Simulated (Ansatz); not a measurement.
# How many bands does the GW gap of LaInO3 (Pnma) need?

How do accuracy and time trade against each other in G0W0 on LaInO3 (Pnma)?

Calculated with Ansatz 0.2.0; G0W0 on r2SCAN, plane waves, PAW.

### Step 1. Set-up

The structure is orthorhombic, space group Pnma (No. 62). The conventional cell has a = 5.940 Å, b = 8.216 Å, c = 5.723 Å, α = 90.00°, β = 90.00°, γ = 90.00°. Nearest to La lie 8 O at 2.38 to 2.94 Å. In has 6 O at 2.16 to 2.17 Å nearest. Nearest to O lie 2 In at 2.17 Å and 2 La at 2.38 to 2.50 Å. O has 2 In at 2.16 to 2.17 Å and 3 La at 2.40 to 2.94 Å nearest. Farther neighbours and most contacts between anions are not listed.

Geometry: measured cell, ions relaxed with r2SCAN. The runs that relaxed it are not among those shown. Spin-orbit coupling is left out unless a step names it. The default PAW set here is soft_2. Its files were made with PBE.

### Step 2. 154 empty bands, screening to 39 eV

Now the one-shot GW correction: screening in the RPA, then the self-energy of the levels asked for.

input.yaml

```yaml
crystal:
  lattice:
    - [5.9404, 0.0, 0.0]
    - [0.0, 8.2158, 0.0]
    - [0.0, 0.0, 5.7229]
  atoms:
    - { symbol: La, position: [0.9463878551, 0.25, 0.0153056088] }
    - { symbol: La, position: [0.5536121449, 0.75, 0.5153056088] }
    - { symbol: La, position: [0.4463878551, 0.25, 0.4846943912] }
    - { symbol: La, position: [0.0536121449, 0.75, 0.9846943912] }
    - { symbol: In, position: [0.0, 0.0, 0.5] }
    - { symbol: In, position: [0.5, 0.0, 0.0] }
    - { symbol: In, position: [0.5, 0.5, 0.0] }
    - { symbol: In, position: [0.0, 0.5, 0.5] }
    - { symbol: O, position: [0.044381747, 0.25, 0.6126999622] }
    - { symbol: O, position: [0.455618253, 0.75, 0.1126999622] }
    - { symbol: O, position: [0.544381747, 0.25, 0.8873000378] }
    - { symbol: O, position: [0.955618253, 0.75, 0.3873000378] }
    - { symbol: O, position: [0.1980525852, 0.0593550044, 0.195575952] }
    - { symbol: O, position: [0.3019474148, 0.9406449956, 0.695575952] }
    - { symbol: O, position: [0.6980525852, 0.4406449956, 0.304424048] }
    - { symbol: O, position: [0.8019474148, 0.5593550044, 0.804424048] }
    - { symbol: O, position: [0.8019474148, 0.9406449956, 0.804424048] }
    - { symbol: O, position: [0.6980525852, 0.0593550044, 0.304424048] }
    - { symbol: O, position: [0.3019474148, 0.5593550044, 0.695575952] }
    - { symbol: O, position: [0.1980525852, 0.4406449956, 0.195575952] }
kpoints:
  mp_grid: { grid: [2, 2, 2] }
hamiltonian:
  xc: r2scan
scf:
  occupations: { method: fixed }
gw:
  n_empty_bands: 154
  ecut_chi: 39
  qp_bands: [v4, c4]
  qp_kpoints: band_edges
  screening: { model: contour_deformation }
```

Launch:

```
> ansatz run input.yaml --threads 8 --pin off --max-ram 55296MiB --backend cuda --events-out ev --progress --plain --runs-dir out --devices 1 --max-vram 24GiB
```

Numbers of over 12 decimals in the logs are rounded to 6 here.

What it wrote:

```text
GPUs: using 1 of 1 available (devices: 1).
Engine: ansatz 0.2.0, x86_64-unknown-linux-gnu
Pseudopotentials: kind: paw
Pseudopotential: La, paw, valence charge 11, recommended cutoff 500 eV (meta_gga), La.paw.azcp
Pseudopotential: In, paw, valence charge 13, recommended cutoff 500 eV (meta_gga), In.paw.azcp
Pseudopotential: O, paw, valence charge 6, recommended cutoff 500 eV (meta_gga), O.paw.azcp
Functional definition: r2SCAN
  parameter k0 = 0.174
  parameter k1 = 0.065
  parameter a1 = 4.9479
  exchange = r2scan_x(k0 = k0, k1 = k1, a1 = a1)
  correlation = r2scan_c
device memory: the entry about to start is reckoned to put 8.6 GiB on a device that reports 78.6 GiB free (of which the cap on the GPU budget leaves the run 24.0 GiB)
GPU FFT provider: cuFFT
GPU libraries: cuBLAS 13.8.2, cuFFT 12.4.0, cuSOLVER 12.3.4
Crystal: 20 atoms, lattice volume = 279.307 Å³
Basis set: ecut = 500 eV, 7101 PW (Γ), exchange–correlation on 180×240×180 points (64 copies of the dense FFT grid, shifted against one another)
Bands: 104, of which v1, the nominal top of the filled ones, is band 84 counted from 1 (83 counted from 0)
Symmetry: 8 space group operations
Space group: Pnma (ITA 62), of the structure as read, at distance tolerance 6.5e-5 Å
k-points: 8
Non-local potential: La, projectors of the file, l = 0: 3, l = 1: 2, l = 2: 2, l = 3: 3
Non-local potential: In, projectors of the file, l = 0: 2, l = 1: 2, l = 2: 2, l = 3: 2
Non-local potential: O, projectors of the file, l = 0: 2, l = 1: 2, l = 2: 1
PAW form: soft (Blöchl's): semilocal exchange-correlation on the pseudo side does not see the compensation charge
PAW frozen core: La, regenerated for the run's functional (the file was generated under x = pbe(κ = 0.804, μ = 0.219515), c = pbe(β = 0.066725))
PAW frozen core: In, regenerated for the run's functional (the file was generated under x = pbe(κ = 0.804, μ = 0.219515), c = pbe(β = 0.066725))
PAW frozen core: O, regenerated for the run's functional (the file was generated under x = pbe(κ = 0.804, μ = 0.219515), c = pbe(β = 0.066725))
PAW one-centre angular grid: La, 974 points (default); XC on 160 Gauss nodes
PAW one-centre angular grid: In, 590 points (default); XC on 289 of its mesh's 2783 points in the sphere
PAW one-centre angular grid: O, 302 points (default); XC on 160 Gauss nodes
Initial density: superposition of atomic densities (neutral atoms: chi_scale 0, normalization atom), corrected by the library's trained network
Initial wavefunctions: pseudopotential atomic-orbital guess
GPU buffer pool allocated for 121500 grid points (all kernels)
GPU transforms: local potential and band sums: pruned to the plane-wave sphere, on 45×60×45
Functional: x = r2scan, c = r2scan; τ floored in thin density (d = 2e-4 eV/Å³)
SCF iter   1: F=—  HF=-54353.308298 eV  |F-HF|=—  |Δ(HF+E_count)|=         —  Δρ=1.29e-2  dr2=5.35e-1  dr2_τ=7.56e-1  ethr=1.77e-3  ⟨swp⟩=4.8  Hψ=2949  notcnv=0  defer=127
preconditioner: auto → Resta (q_TF=auto, 2.507 Å⁻¹)  ε∞=4.7  [insulator: Δε(μ)=3.625 eV  Ē_g=14.650 eV  n_scr=74 (ndim 8)  ℏωp=28.1 eV  f_vac=0.000  ε∞_Penn≈4.7]
SCF iter   2: F=—  HF=-54353.710882 eV  |F-HF|=—  |Δ(HF+E_count)|=   4.03e-1  Δρ=6.14e-3  dr2=7.13e-2  dr2_τ=1.08e-2  ethr=3.18e-4  ⟨swp⟩=3.5  Hψ=1671  notcnv=0  defer=136
SCF iter   3: F=—  HF=-54353.699122 eV  |F-HF|=—  |Δ(HF+E_count)|=   1.18e-2  Δρ=1.87e-3  dr2=6.45e-3  dr2_τ=7.27e-4  ethr=4.24e-5  ⟨swp⟩=4.1  Hψ=1535  notcnv=0  defer=140
SCF iter   4: F=—  HF=-54353.698944 eV  |F-HF|=—  |Δ(HF+E_count)|=   1.78e-4  Δρ=5.36e-4  dr2=4.20e-4  dr2_τ=8.25e-5  ethr=3.84e-6  ⟨swp⟩=3.6  Hψ=1425  notcnv=0  defer=140
SCF iter   5: F=—  HF=-54353.699049 eV  |F-HF|=—  |Δ(HF+E_count)|=   1.05e-4  Δρ=2.50e-4  dr2=1.43e-4  dr2_τ=2.37e-5  ethr=2.50e-7  ⟨swp⟩=2.0  Hψ=1424  notcnv=0  defer=140
SCF iter   6: F=—  HF=-54353.699031 eV  |F-HF|=—  |Δ(HF+E_count)|=   1.75e-5  Δρ=5.31e-5  dr2=6.00e-6  dr2_τ=7.10e-7  ethr=8.53e-8  ⟨swp⟩=2.0  Hψ=1384  notcnv=0  defer=140
SCF iter   7: F=—  HF=-54353.699034 eV  |F-HF|=—  |Δ(HF+E_count)|=   2.78e-6  Δρ=2.23e-5  dr2=1.37e-6  dr2_τ=9.91e-8  ethr=3.57e-9  ⟨swp⟩=2.4  Hψ=1495  notcnv=0  defer=132
SCF iter   8: F=-54353.699034 eV  HF=-54353.699034 eV  |F-HF|=1.40e-8  |Δ(HF+E_count)|=   1.07e-7  Δρ=4.01e-6  dr2=4.40e-8  dr2_τ=1.31e-9  ethr=5.95e-11  ⟨swp⟩=11.0  Hψ=3922  notcnv=0
SCF 1 converged in 8 iterations: F = -54353.699034 eV  dr2 = 4.40e-8
  greatest PAW one-centre occupation: 0.991 electrons in one spin orbital (limit 2), on the In atom at site 6 (counted from 0), in its partial waves of l = 2
device memory: the entry about to start is reckoned to put 10.1 GiB (of the 10.6 GiB reckoned in all, the device holds 0.5 GiB already) on a device that reports 78.1 GiB free (of which the cap on the GPU budget leaves the run 23.5 GiB)
NSCF: frozen V_eff on 8 k-points
the band table was solved once the SCF had ended and its energy, with any forces and stress, was formed, with the checks that follow a solve (3322 applications of the Hamiltonian). They found nothing against the state; the energy, forces and stress were not computed again (output.eigenvalues in the input reference)
[...]
eigenvalues of the whole cell's RPA ε∞ on this k-mesh (on a slab, of 1 + 4πα/V) = 4.1117, 4.2318, 4.3421; static W/v taken at q = 0 is 0.235213
  bands read: the sum over 238 bands ends inside a degenerate multiplet in 2 slots, whose members it reads at an even weight; the widest, k=6: bands 237 to 240 (counted from 1) at 2/4 each
  gw.qp_kpoints: band_edges: 8 of 8 stored k-points solved, in 1 pass; an edge of the gap read off the rows below is read off those points alone
  `?` marks the rows in doubt; gw_qp.tsv's column doubts and the gw_qp event give each row's grounds
    ik  band        ε_KS         Σx   Σc(E_QP)       V_xc       Z   E_QP_lin       E_QP  E_QP is
     0    81      9.3845   -25.6926     4.8046   -20.9313  0.7718     9.4279     9.4279  root
     0    82      9.4967   -26.9610     4.3142   -22.6618  0.7869     9.5117     9.5117  root
     0    83      9.6456   -27.2515     4.3755   -22.8996  0.7860     9.6692     9.6692  root
     0    84      9.7909   -27.4927     4.4118   -23.1412  0.7857     9.8513     9.8513  root
     0    85     13.3452   -12.5156    -2.9672   -16.7414  0.8340    14.6152    14.6039  root
     0    86     15.1298   -16.6832    -6.7729   -27.2768  0.7742    19.3343    18.9505  root ?
     0    87     15.1823   -18.8595    -7.9708   -31.2309  0.7604    20.2125    19.5828  root ?
     0    88     15.2363   -18.7040    -7.7512   -30.7772  0.7624    20.1459    19.5583  root ?
     1    81      9.3878   -25.7647     4.8029   -20.9682  0.7726     9.3941     9.3941  root
     1    82      9.3878   -25.7647     4.8029   -20.9682  0.7726     9.3941     9.3941  root
     1    83      9.4567   -26.2490     4.6853   -21.5895  0.7773     9.4824     9.4824  root
     1    84      9.4567   -26.2490     4.6853   -21.5895  0.7773     9.4824     9.4824  root
     1    85     14.8950   -14.1274    -4.6542   -21.4003  0.8078    17.6161    17.5137  root ?
     1    86     14.8950   -14.1274    -4.6542   -21.4003  0.8078    17.6161    17.5137  root ?
     1    87     15.1966   -18.6395    -7.8196   -30.7935  0.7614    20.1296    19.5310  root ?
     1    88     15.1966   -18.6395    -7.8196   -30.7935  0.7614    20.1296    19.5310  root ?
     2    81      9.3953   -26.1304     4.7789   -21.3779  0.7741     9.4216     9.4216  root
     2    82      9.3953   -26.1304     4.7789   -21.3779  0.7741     9.4216     9.4216  root
     2    83      9.7064   -27.3509     4.3894   -23.0002  0.7859     9.7451     9.7451  root
     2    84      9.7064   -27.3509     4.3894   -23.0002  0.7859     9.7451     9.7451  root
     2    85     14.2441   -12.5926    -3.3108   -17.4712  0.8290    15.8336    15.8118  root
     2    86     14.2441   -12.5926    -3.3108   -17.4712  0.8290    15.8336    15.8118  root
     2    87     15.2003   -18.7679    -7.8309   -30.9427  0.7610    20.1474    19.5442  root ?
     2    88     15.2003   -18.7679    -7.8309   -30.9427  0.7610    20.1474    19.5442  root ?
     3    81      9.3773   -26.1298     4.6862   -21.4632  0.7754     9.3970     9.3970  root
     3    82      9.3773   -26.1298     4.6862   -21.4632  0.7754     9.3970     9.3970  root
     3    83      9.5907   -26.3759     4.6943   -21.7219  0.7784     9.6311     9.6311  root
     3    84      9.5907   -26.3759     4.6943   -21.7219  0.7784     9.6311     9.6311  root
     3    85     15.1125   -15.5266    -5.8491   -24.7111  0.7900    18.6969    18.4479  root ?
     3    86     15.1125   -15.5266    -5.8491   -24.7111  0.7900    18.6969    18.4479  root ?
     3    87     15.1894   -16.9402    -6.8992   -27.7353  0.7738    19.4892    19.0853  root ?
     3    88     15.1894   -16.9402    -6.8992   -27.7353  0.7738    19.4892    19.0853  root ?
     4    81      9.4046   -25.8531     4.7901   -21.0385  0.7733     9.3801     9.3801  root
     4    82      9.4046   -25.8531     4.7901   -21.0385  0.7733     9.3801     9.3801  root
     4    83      9.5253   -26.5818     4.6369   -21.9788  0.7784     9.5593     9.5593  root
     4    84      9.5253   -26.5818     4.6369   -21.9788  0.7784     9.5593     9.5593  root
     4    85     14.8489   -13.9117    -4.5428   -20.9952  0.8098    17.4820    17.3896  root
[...]
4    87     15.1747   -18.0210    -7.4859   -29.6879  0.7654    19.8780    19.3558  root ?
     4    88     15.1747   -18.0210    -7.4859   -29.6879  0.7654    19.8780    19.3558  root ?
[...]
5    85     15.2419   -18.8276    -7.8421   -31.0284  0.7615    20.2077    19.6005  root ?
     5    86     15.2419   -18.8276    -7.8421   -31.0284  0.7615    20.2077    19.6005  root ?
     5    87     15.2512   -19.2954    -8.0535   -31.7703  0.7574    20.3331    19.6726  root ?
     5    88     15.2512   -19.2954    -8.0535   -31.7703  0.7574    20.3331    19.6726  root ?
     6    81      9.3825   -25.9006     4.7233   -21.1795  0.7747     9.3848     9.3848  root
     6    82      9.3825   -25.9006     4.7233   -21.1795  0.7747     9.3848     9.3848  root
     6    83      9.3825   -25.9006     4.7233   -21.1795  0.7747     9.3848     9.3848  root
     6    84      9.3825   -25.9006     4.7233   -21.1795  0.7747     9.3848     9.3848  root
     6    85     15.1424   -16.0675    -6.1590   -25.7122  0.7840    18.9384    18.6282  root ?
     6    86     15.1424   -16.0675    -6.1590   -25.7122  0.7840    18.9384    18.6282  root ?
     6    87     15.1424   -16.0675    -6.1590   -25.7122  0.7840    18.9384    18.6282  root ?
     6    88     15.1424   -16.0675    -6.1590   -25.7122  0.7840    18.9384    18.6282  root ?
     7    81      9.5253   -26.4278     4.6555   -21.7868  0.7777     9.5399     9.5399  root
     7    82      9.5253   -26.4278     4.6555   -21.7868  0.7777     9.5399     9.5399  root
     7    83      9.5253   -26.4278     4.6555   -21.7868  0.7777     9.5399     9.5399  root
     7    84      9.5253   -26.4278     4.6555   -21.7868  0.7777     9.5399     9.5399  root
     7    85     15.2342   -18.9714    -7.9375   -31.2932  0.7597    20.2481    19.6185  root ?
     7    86     15.2342   -18.9714    -7.9375   -31.2932  0.7597    20.2481    19.6185  root ?
     7    87     15.2342   -18.9714    -7.9375   -31.2932  0.7597    20.2481    19.6185  root ?
     7    88     15.2342   -18.9714    -7.9375   -31.2932  0.7597    20.2481    19.6185  root ?
[key lines of the parts left out:]
SCF converged after 8 iterations
Free energy (F): -54353.699034 eV
Fermi energy:    9.790933 eV
```

It took 6.4 s on 1 × NVIDIA H100 80GB HBM3 with 8 threads of AMD EPYC 7R13 (Zen 3), shared host; peak memory 2.1 GiB; 16 s of CPU time.

Numbers from this step:

```
bands summed                                 : 238
RPA ε∞ on this mesh (eigenvalues)            : 4.112, 4.232, 4.342
plane waves in the screening matrix          : 147
q-points in the mesh                         : 8
G0W0 gap on the mesh                         : 4.753 eV
k of the valence top                         : 0, 0, 0
k of the conduction bottom                   : 0, 0, 0
starting gap on the mesh                     : 3.554 eV
Z at the valence top                         : 0.7857
Z at the conduction bottom                   : 0.8340
least direct G0W0 gap on the computed points : 4.753 eV
```

The gap on the mesh goes from 3.55 eV to 4.75 eV, a correction of +1.20 eV. Between the two edge states, bare exchange in place of the xc potential would open the gap by 8.58 eV, and correlation takes back 7.38 eV.

### Step 3. 436 empty bands, screening to 78 eV

Bands and screening cutoff are moved together, since each hides the error of the other.

Edit input.yaml of step 2 so:

```diff
@@ -33,4 +33,4 @@
 gw:
-  n_empty_bands: 154
-  ecut_chi: 39
+  n_empty_bands: 436
+  ecut_chi: 78
   qp_bands: [v4, c4]
```

What it wrote:

```text
GPUs: using 1 of 1 available (devices: 1).
[...]
GPU FFT provider: cuFFT
GPU libraries: cuBLAS 13.8.2, cuFFT 12.4.0, cuSOLVER 12.3.4
Crystal: 20 atoms, lattice volume = 279.307 Å³
Basis set: ecut = 500 eV, 7101 PW (Γ), exchange–correlation on 180×240×180 points (64 copies of the dense FFT grid, shifted against one another)
Bands: 104, of which v1, the nominal top of the filled ones, is band 84 counted from 1 (83 counted from 0)
Symmetry: 8 space group operations
[...]
k-points: 8
[...]
GPU buffer pool allocated for 121500 grid points (all kernels)
[...]
SCF iter   1: F=—  HF=-54353.308298 eV  |F-HF|=—  |Δ(HF+E_count)|=         —  Δρ=1.29e-2  dr2=5.35e-1  dr2_τ=7.56e-1  ethr=1.77e-3  ⟨swp⟩=4.8  Hψ=2949  notcnv=0  defer=127
[...]
SCF iter   8: F=-54353.699034 eV  HF=-54353.699034 eV  |F-HF|=1.40e-8  |Δ(HF+E_count)|=   1.07e-7  Δρ=4.01e-6  dr2=4.40e-8  dr2_τ=1.31e-9  ethr=5.95e-11  ⟨swp⟩=11.0  Hψ=3922  notcnv=0
SCF 1 converged in 8 iterations: F = -54353.699034 eV  dr2 = 4.40e-8
[...]
NSCF: frozen V_eff on 8 k-points
[...]
G₀W₀ screening: q 1/8
[... further progress lines ...]
SCF converged after 8 iterations
Free energy (F): -54353.699034 eV
[...]
Internal energy: -54353.699034 eV  (E = F + TS)
E sigma→0 (E₀):  -54353.699034 eV
Fermi energy:    9.790933 eV
[...]
--- Band table (eV; the first three rows and the last of 8) ---
  k-point 0: bands = [... 80 lower, 9.3845, 9.4967, 9.6456, 9.7909, 13.3452, 15.1298, 15.1823, 15.2363, ... 16 higher]
[...]
0    85     13.3452   -12.5156    -3.3804   -16.7414  0.8282    14.1952    14.1906  root
     0    86     15.1298   -16.6832    -7.3203   -27.2768  0.7698    18.6828    18.4031  root ?
     0    87     15.1823   -18.8595    -8.5130   -31.2309  0.7559    19.4847    19.0407  root ?
     0    88     15.2363   -18.7040    -8.3032   -30.7772  0.7579    19.4201    19.0062  root ?
     1    81      9.3878   -25.7647     4.6892   -20.9682  0.7669     9.2804     9.2806  root
     1    82      9.3878   -25.7647     4.6892   -20.9682  0.7669     9.2804     9.2806  root
     1    83      9.4567   -26.2490     4.5675   -21.5895  0.7710     9.3646     9.3648  root
[...]
1    87     15.1966   -18.6395    -8.3627   -30.7935  0.7569    19.4105    18.9878  root ?
     1    88     15.1966   -18.6395    -8.3627   -30.7935  0.7569    19.4105    18.9878  root ?
[...]
2    87     15.2003   -18.7679    -8.3723   -30.9427  0.7565    19.4285    19.0029  root ?
     2    88     15.2003   -18.7679    -8.3723   -30.9427  0.7565    19.4285    19.0029  root ?
[...]
3    85     15.1125   -15.5266    -6.3927   -24.7111  0.7854    18.0572    17.9043  root ?
[...]
7    81      9.5253   -26.4278     4.5492   -21.7868  0.7711     9.4334     9.4336  root
     7    82      9.5253   -26.4278     4.5492   -21.7868  0.7711     9.4334     9.4336  root
     7    83      9.5253   -26.4278     4.5492   -21.7868  0.7711     9.4334     9.4336  root
     7    84      9.5253   -26.4278     4.5492   -21.7868  0.7711     9.4334     9.4336  root
     7    85     15.2342   -18.9714    -8.4784   -31.2932  0.7551    19.5193    19.0775  root ?
     7    86     15.2342   -18.9714    -8.4784   -31.2932  0.7551    19.5193    19.0775  root ?
     7    87     15.2342   -18.9714    -8.4784   -31.2932  0.7551    19.5193    19.0775  root ?
     7    88     15.2342   -18.9714    -8.4784   -31.2932  0.7551    19.5193    19.0775  root ?
```

Elapsed: 9.2 s, on 1 × NVIDIA H100 80GB HBM3 with 8 threads; peak memory 2.8 GiB.

Numbers from this step:

```yaml
bands_summed: 520
rpa_eps_infinity_on_this_mesh_eigenvalues: 4.153, 4.275, 4.377
plane_waves_in_the_screening_matrix: 431
q_points_in_the_mesh: 8
g0w0_gap_on_the_mesh: 4.442 eV
k_of_the_valence_top: 0, 0, 0
k_of_the_conduction_bottom: 0, 0, 0
starting_gap_on_the_mesh: 3.554 eV
z_at_the_valence_top: 0.7779
z_at_the_conduction_bottom: 0.8282
least_direct_g0w0_gap_on_the_computed_points: 4.442 eV
```

Against the run with 2×2×2 mesh, 154 empty bands, screening to 39 eV, the gap moves by −0.31 eV.

### Step 4. 940 empty bands, screening to 130 eV

Edit input.yaml of step 3 so:

```diff
@@ -33,4 +33,4 @@
 gw:
-  n_empty_bands: 436
-  ecut_chi: 78
+  n_empty_bands: 940
+  ecut_chi: 130.0
   qp_bands: [v4, c4]
```

What it wrote:

```text
GPUs: using 1 of 1 available (devices: 1).
[...]
GPU FFT provider: cuFFT
GPU libraries: cuBLAS 13.8.2, cuFFT 12.4.0, cuSOLVER 12.3.4
Crystal: 20 atoms, lattice volume = 279.307 Å³
Basis set: ecut = 500 eV, 7101 PW (Γ), exchange–correlation on 180×240×180 points (64 copies of the dense FFT grid, shifted against one another)
Bands: 104, of which v1, the nominal top of the filled ones, is band 84 counted from 1 (83 counted from 0)
[...]
7    84      9.5253   -26.4278     4.2896   -21.7868  0.7664     9.1725     9.1740  root
     7    85     15.2342   -18.9714    -8.8072   -31.2932  0.7509    19.1792    18.7487  root ?
     7    86     15.2342   -18.9714    -8.8072   -31.2932  0.7509    19.1792    18.7487  root ?
     7    87     15.2342   -18.9714    -8.8072   -31.2932  0.7509    19.1792    18.7487  root ?
     7    88     15.2342   -18.9714    -8.8072   -31.2932  0.7509    19.1792    18.7487  root ?
[key lines of the parts left out:]
SCF converged after 8 iterations
Free energy (F): -54353.699034 eV
Fermi energy:    9.790933 eV
```

Run time: 17 s. Hardware: 1 × NVIDIA H100 80GB HBM3 with 8 threads; peak memory 4.5 GiB; 56 s of CPU time.

This step gave:

- bands summed: 1024
- RPA ε∞ on this mesh (eigenvalues): 4.120, 4.235, 4.342
- plane waves in the screening matrix: 951
- G0W0 gap on the mesh: 4.528 eV
- k of the valence top: 0, 0, 0
- k of the conduction bottom: 0, 0, 0
- starting gap on the mesh: 3.554 eV
- least direct G0W0 gap on the computed points: 4.528 eV

Against the run with 2×2×2 mesh, 436 empty bands, screening to 78 eV, the gap moves by +0.09 eV.

(Part 1 of 2 ends here.)

[Paths, hosts, dates, memory and timing lines, banners, echoed tables and standing remarks are left out of the program output.]

[Logs are printed without paths, hosts, clocks, repeated set-up lines and the standing remarks that a program may print on its own settings, such as how far it seeks lower states.]

[Runs of the session that timed out or met a known fault of the program may be left out.]

[Cells called generated may have been cut or substituted from an entry of the Crystallography Open Database or the Materials Project.]

[Hosts, paths, dates, database ids (printed as entryN), source tags and the programs' standing remarks are cut or masked in the printed files.]
